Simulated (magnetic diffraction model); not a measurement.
## Solving a magnetic structure from powder neutron data: YbFe4B8

Space group I4/mmm (no. 139), a = 7.2040 Å, c = 4.2320 Å.

| site | atom | x | y | z |
| --- | --- | --- | --- | --- |
| 2a | Yb | 0 | 0 | 0 |
| 8f | Fe | 1/4 | 3/4 | 3/4 |
| 8j | B | 0.2700 | 1/2 | 0 |
| 8i | B | 0.8436 | 1/2 | 1/2 |

This is a made-up structure (elements placed in a structure type, unrelaxed), so the numbers test the method and describe no known phase.

Only Yb is taken to order (form factors of Yb3+); orders and moment sizes are assumed, and not adapted to the symmetry. Radiation: neutrons of λ = 2.41 Å (absorption by B left out), 8° to 100°; isotropic B of 0.42 Å² (Yb), 0.54 Å² (Fe) and 0.76 Å² (B). The intensities are simulated: I ∝ L Σ (|F_N|² + |F_M⊥|²) for unpolarised neutrons, with F_M = 2.695 fm/μB × Σ f(s) S exp(2πi Q·r) exp(−B s²) at Q = H ± k (one set where k and −k are equivalent), only the part normal to Q counting and L = 1/(sin²θ cos θ). For collinear order S is the moment m, which repeats by lattice and centring translations R with the sign exp(−2πi k·R). Form factors are spin-only for 3d ions and dipole or tabulated for f ions, scattering lengths are Sears's of 1992, and absorption is left out. A label names one of the reflections at its angle. The strongest nuclear line in the range is 100, and lines under 0.2 are left out.

Above the ordering temperature:

| 2θ (°) | index | I |
| --- | --- | --- |
| 27.37 | (1 1 0) | 1.1 |
| 38.57 | (1 0 1) | 2.9 |
| 39.09 | (2 0 0) | 17.3 |
| 56.08 | (2 1 1) | 14.1 |
| 56.47 | (2 2 0) | 12.7 |
| 63.87 | (3 1 0) | 9.1 |
| 69.43 | (0 0 2) | 2.6 |
| 70.47 | (3 0 1) | 26.7 |
| 76.14 | (1 1 2) | 0.4 |
| 82.67 | (2 0 2) | 100.0 |
| 83.66 | (3 2 1) | 64.7 |
| 83.99 | (4 0 0) | 80.3 |
| 90.41 | (3 3 0) | 9.0 |
| 95.52 | (2 2 2) | 76.0 |
| 96.51 | (4 1 1) | 6.3 |
| 96.84 | (4 2 0) | 37.2 |

Below it (cell unchanged):

```
2θ (°)      I
 13.59    7.9
 27.37    1.1
 30.67    3.0
 35.92    2.5
 38.57    2.9
 39.09   17.3
 41.57    0.8
 45.74    2.9
 50.48    1.1
 54.12    1.0
 56.08   14.1
 56.47   12.7
 58.38    0.8
 61.70    1.5
 63.87    9.1
 68.76    1.2
 69.43    2.6
 70.47   26.7
 71.13    0.6
 72.51    0.8
 76.14    0.4
 77.79    1.0
 79.13    0.4
 82.05    1.3
 82.67  100.0
 83.66   64.7
 83.99   80.3
 84.28    0.4
 88.48    0.7
 90.41    9.0
 90.71    0.8
 92.02    0.3
 95.52   76.0
 96.51    6.3
 96.84   37.2
 97.14    0.7
```
(The table stops after 36 lines; 1 more lie at higher angle.)

**Question.** Check that the new lines index with k = (1/2 1/2 0), then choose among these models:
A. collinear moments along [100], 3 μB on Yb
B. collinear moments along [111], 3 μB on Yb
C. collinear moments along [101], 3 μB on Yb

The new lines index as (1/2 1/2 0) at 13.59°, (3/2 -1/2 0) at 30.67°, (1/2 -1/2 1) at 35.92° and (3/2 3/2 0) at 41.57°, that is as H ± k with k = (1/2 1/2 0), one of 2 inequivalent arms of its star (k and −k counted as one), which a powder can't tell apart. Half indices mean that the moments reverse under translations with k·R a half-integer, and the magnetic cell has twice the primitive volume.

Magnetic intensity, observed (below minus above) and for each model:

| 2θ (°) | index | observed | A | B | C |
| --- | --- | --- | --- | --- | --- |
| 13.59 | (1/2 1/2 0) | 7.9 | 6.3 | 1.9 | 7.9 |
| 30.67 | (3/2 -1/2 0) | 3.0 | 2.4 | 4.0 | 3.0 |
| 35.92 | (1/2 -1/2 1) | 2.5 | 3.2 | 3.0 | 2.5 |
| 41.57 | (3/2 3/2 0) | 0.8 | 0.6 | <0.2 | 0.8 |
| 45.74 | (3/2 1/2 1) | 2.9 | 3.2 | 2.6 | 2.9 |
| 54.12 | (3/2 -3/2 1) | 1.0 | 1.0 | 1.4 | 1.0 |
| 58.38 | (5/2 -3/2 0) | 0.8 | 0.6 | 1.2 | 0.8 |
| 68.76 | (5/2 3/2 1) | 1.2 | 1.1 | 0.7 | 1.2 |

Model C matches.

The structure used: k = (1/2 1/2 0), collinear moments along [101], 3 μB on Yb.

[Logs are printed without paths, hosts, clocks, repeated set-up lines and the standing remarks that a program may print on its own settings, such as how far it seeks lower states.]
